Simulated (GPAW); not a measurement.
# Work function of Mg/Mo(110) at several levels, part 2 of 2

Aim: the work function of both faces of Mg/Mo(110), and its spread over functionals and bases.

GPAW 26.7.0; GPAW, PAW setups; slab in vacuum, relaxation (the session's first sound run).

So far, upper work function (eV): step 2 (relaxation, PBE, GPAW) 4.03; step 4 (OptPBE vdW: xc = "optPBE-vdW", GPAW, PAW setups, GPAW) 4.14; step 5 (self-consistent run: xc = "vdW-DF2", GPAW, PAW setups, GPAW) 4.15; step 6 (self-consistent run: xc = "LDA") 4.17; step 7 (self-consistent run: xc = "revPBE") 3.97.

### Step 8. Self-consistent run: xc = "RPBE"

The same geometry under RPBE, to see how far the functional moves the levels against the vacuum.

run.py reads:

```python
import json
import numpy as np
from ase import Atoms
from gpaw import GPAW, PW

slab = Atoms(
    ['Mo', 'Mo', 'Mo', 'Mo', 'Mg'],
    positions=[
        [0.00000, 0.00000, 8.00000],
        [2.22739, -0.00000, 10.22739],
        [0.00575, 0.00000, 12.46680],
        [2.23411, 0.00000, 14.66425],
        [4.46209, -0.00000, 17.09317]],
    cell=[[2.22739, -1.575, 0.0], [2.22739, 1.575, 0.0], [0.0, 0.0, 25.38409]],
    pbc=[True, True, False])

slab.calc = GPAW(mode=PW(400), xc='RPBE', kpts={'size': (12, 12, 1), 'gamma': True},
                 occupations={'name': 'fermi-dirac', 'width': 0.1}, nbands='200%',
                 convergence={'density': 1e-05}, maxiter=200,
                 poissonsolver={'dipolelayer': 'xy'},
                 symmetry={'tolerance': 1e-3}, txt='slab.txt')
result = {}
energy = slab.get_potential_energy()
fermi = slab.calc.get_fermi_level()
v = slab.calc.get_electrostatic_potential().mean((0, 1)) - fermi
n = slab.calc.get_pseudo_density().mean((0, 1))
L = slab.cell[2, 2]
z = np.arange(len(v)) * L / len(v)
low, high = slab.positions[:, 2].min(), slab.positions[:, 2].max()
below, above = np.interp([low - 5.8, high + 5.8], z, v)
slopes = [np.interp(x, z, np.gradient(v, z)) for x in (low - 5.8, high + 5.8)]
eps = np.array([[slab.calc.get_eigenvalues(k, s) for k in range(len(slab.calc.get_ibz_k_points()))]
                for s in range(slab.calc.get_number_of_spins())]) - fermi
top, bottom = eps[eps < 0].max(), eps[eps > 0].min()
dipole = slab.get_dipole_moment()[2]
print(f'energy {energy:.4f} eV, Fermi level {fermi:.4f} eV, dipole {dipole:.5f} e A')
print(f'potential 5.8 A off the faces, from the Fermi level: lower {below:.4f} eV, upper {above:.4f} eV')
print(f'slope of the potential there: lower {slopes[0]:.5f}, upper {slopes[1]:.5f} eV/A')
print(f'nearest levels on the mesh: {top:.4f} and {bottom:.4f} eV')
print('magnetic moment', round(slab.get_magnetic_moment(), 3))
result.update(energy=energy, fermi=fermi, dipole=dipole, below=below, above=above, slopes=slopes, edges=[top, bottom],
              z=z.tolist(), v=v.tolist(), n=n.tolist(), positions=slab.positions.tolist(),
              forces=slab.get_forces(apply_constraint=False).tolist(), moments=slab.get_magnetic_moments().tolist())
json.dump(result, open('result.json', 'w'))
```

Run with:

```sh
OMP_NUM_THREADS=1 OPENBLAS_NUM_THREADS=1 python run.py
```

It took 5.6 min on 1 thread of Arm Neoverse V1, shared host; peak memory 0.34 GiB.

Numbers from this step:

* dipole along the normal: 0.02096 e·Å
* levels nearest the Fermi level on the mesh: -0.01594, 0.004407 eV from the Fermi level
* upper work function: 3.969 eV
* lower work function: 4.508 eV

Electrostatic potential energy of an electron (without an applied field's), less the Fermi level, planar mean against z:

| z (Å) | electrostatic potential energy of an electron (without an applied field's), less the Fermi level, planar mean (eV) |
| --- | --- |
| 0.0 | 4.24 |
| 0.5 | 4.51 |
| 1.0 | 4.51 |
| 1.5 | 4.51 |
| 2.0 | 4.51 |
| 2.5 | 4.51 |
| 3.0 | 4.51 |
| 3.5 | 4.51 |
| 4.0 | 4.50 |
| 4.5 | 4.49 |
| 5.0 | 4.45 |
| 5.5 | 4.33 |
| 6.0 | 3.94 |
| 6.5 | 2.69 |
| 7.0 | -1.26 |
| 7.5 | -13.6 |
| 8.0 | -27.9 |
| 8.5 | -13.7 |
| 9.0 | -2.55 |
| 9.5 | -6.79 |
| 10.0 | -24.4 |
| 10.5 | -22.9 |
| 11.0 | -5.75 |
| 11.5 | -2.94 |
| 12.0 | -15.2 |
| 12.5 | -28.4 |
| 13.0 | -12.7 |
| 13.5 | -2.59 |
| 14.0 | -8.32 |
| 14.5 | -25.9 |
| 15.0 | -20.0 |
| 15.5 | -4.05 |
| 16.0 | -0.118 |
| 16.5 | -4.29 |
| 17.0 | -12.6 |
| 17.5 | -8.10 |
| 18.0 | -1.15 |
| 18.5 | 2.04 |
| 19.0 | 3.30 |
| 19.5 | 3.74 |
| 20.0 | 3.89 |
| 20.5 | 3.94 |
| 21.0 | 3.96 |
| 21.5 | 3.97 |
| 22.0 | 3.97 |
| 22.5 | 3.97 |
| 23.0 | 3.97 |
| 23.5 | 3.97 |
| 24.0 | 3.97 |
| 24.5 | 3.97 |
| 25.0 | 3.99 |

The upper face's work function is 3.969 eV, against 4.034 eV in the first plane-wave PBE run at this geometry.

### Step 9. Real-space grid: mode = "fd"

A real-space grid is a second complete basis, so it checks the plane-wave result.

run.py: that of step 8 with these lines changed.

```diff
@@ -3,3 +3,3 @@
 from ase import Atoms
-from gpaw import GPAW, PW
+from gpaw import GPAW
 
@@ -16,3 +16,3 @@
 
-slab.calc = GPAW(mode=PW(400), xc='RPBE', kpts={'size': (12, 12, 1), 'gamma': True},
+slab.calc = GPAW(mode='fd', h=0.18, xc='PBE', kpts={'size': (12, 12, 1), 'gamma': True},
                  occupations={'name': 'fermi-dirac', 'width': 0.1}, nbands='200%',
```

Wall time 33 min (1 thread); peak memory 2.2 GiB.

Numbers from this step:

```
dipole along the normal                    : 0.02405 e·Å
levels nearest the Fermi level on the mesh : -0.01303, 0.003960 eV from the Fermi level
upper work function                        : 4.034 eV
lower work function                        : 4.655 eV
```

The upper face's work function is 4.034 eV, against 4.034 eV in the first plane-wave PBE run at this geometry.

### Step 10. All levels side by side

Times are for 1 thread of Arm Neoverse V1, shared host. Results by setting:

| no. | run | upper work function (eV) | lower work function (eV) | time | memory (GiB) |
| --- | --- | --- | --- | --- | --- |
| 1 | pw | 4.034 | 4.655 | 5.5 min | 0.34 |
| 2 | optPBE vdW | 4.137 | 4.832 | 6 min | 0.47 |
| 3 | vdW DF2 | 4.147 | 4.931 | 14 min | 0.47 |
| 4 | LDA | 4.167 | 4.951 | 5.8 min | 0.34 |
| 5 | revPBE | 3.971 | 4.528 | 5.4 min | 0.34 |
| 6 | RPBE | 3.969 | 4.508 | 5.6 min | 0.34 |
| 7 | fd | 4.034 | 4.655 | 33 min | 2.2 |

### Step 11. Atomic orbitals

Atom-centred orbitals end a few angstrom from the surface, which tests how much the density's tail matters.

run.py: that of step 9 with these lines changed.

```diff
@@ -16,4 +16,4 @@
 
-slab.calc = GPAW(mode='fd', h=0.18, xc='PBE', kpts={'size': (12, 12, 1), 'gamma': True},
-                 occupations={'name': 'fermi-dirac', 'width': 0.1}, nbands='200%',
+slab.calc = GPAW(mode='lcao', basis='dzp', h=0.18, xc='PBE', kpts={'size': (12, 12, 1), 'gamma': True},
+                 occupations={'name': 'fermi-dirac', 'width': 0.1}, nbands='120%',
                  convergence={'density': 1e-05}, maxiter=200,
```

Elapsed: 64 min, on 1 thread; peak memory 0.49 GiB.

The run was cut off at its time limit.

### Step 12. Side by side

Results and costs are gathered.

This step: comparison of work functions, dipole and cost (GPAW 26.7.0).

Ladder, by row:

| step | code | work function, upper (eV) | work function, lower (eV) | dipole (e Å) | wall time (s) | peak memory (GiB) | threads |
| --- | --- | --- | --- | --- | --- | --- | --- |
| pw | GPAW | 4.034 | 4.655 | 0.02416 | 328.4 | 0.34 | 1 |
| optPBE-vdW | GPAW | 4.137 | 4.832 | 0.02704 | 357.2 | 0.47 | 1 |
| vdW-DF2 | GPAW | 4.147 | 4.931 | 0.03045 | 853 | 0.47 | 1 |
| LDA | GPAW | 4.167 | 4.951 | 0.03048 | 346.6 | 0.34 | 1 |
| revPBE | GPAW | 3.971 | 4.528 | 0.0217 | 323 | 0.34 | 1 |
| RPBE | GPAW | 3.969 | 4.508 | 0.02096 | 336.6 | 0.34 | 1 |
| fd | GPAW | 4.034 | 4.655 | 0.02405 | 1979 | 2.17 | 1 |

### Step 13. A changed run

One more run, with changed settings.

This step: GPAW, PAW setups; slab in vacuum (GPAW 26.7.0).

run.py: that of step 11 with these lines changed.

```diff
@@ -3,3 +3,3 @@
 from ase import Atoms
-from gpaw import GPAW
+from gpaw import GPAW, PW
 
@@ -16,5 +16,5 @@
 
-slab.calc = GPAW(mode='lcao', basis='dzp', h=0.18, xc='PBE', kpts={'size': (12, 12, 1), 'gamma': True},
-                 occupations={'name': 'fermi-dirac', 'width': 0.1}, nbands='120%',
-                 convergence={'density': 1e-05}, maxiter=200,
+slab.calc = GPAW(mode=PW(400), xc='PBE', kpts={'size': (12, 12, 1), 'gamma': True},
+                 occupations={'name': 'fermi-dirac', 'width': 2.0}, nbands='200%',
+                 convergence={'density': 1e-05}, maxiter=50,
                  poissonsolver={'dipolelayer': 'xy'},
```

Elapsed: 13 min, on 1 thread; peak memory 0.34 GiB.

The fault put into the input: a smearing of electronvolts, under a cap of 50 iterations, which ended the run (width = 2.0).

### Step 14. What came out

| Item | Value |
| --- | --- |
| work function, upper and lower face | 4.034 and 4.655 eV |
| dipole along the normal | 0.0242 e Å |

In words: With plane waves and PBE the work function is 4.03 eV on the upper face and 4.66 eV on the lower. The two faces differ by 0.62 eV, the step that the slab's dipole makes (e p/(ε0 A) gives 0.62 eV), so the dipole layer is needed. Over the sound runs of the table the upper face's work function spans 3.969 (RPBE) to 4.167 eV (LDA). The cell of 7.02 Å² holds one Mg, started on one chosen site; other sites and coverages weren't tried. The in-plane lattice was kept as typed, which isn't the functional's own and leaves some strain; spin-orbit coupling and temperature are left out.

[Logs are printed without paths, hosts, clocks, repeated set-up lines and the standing remarks that a program may print on its own settings, such as how far it seeks lower states.]

[Hosts, paths, dates, database ids (printed as entryN), source tags and the programs' standing remarks are cut or masked in the printed files.]
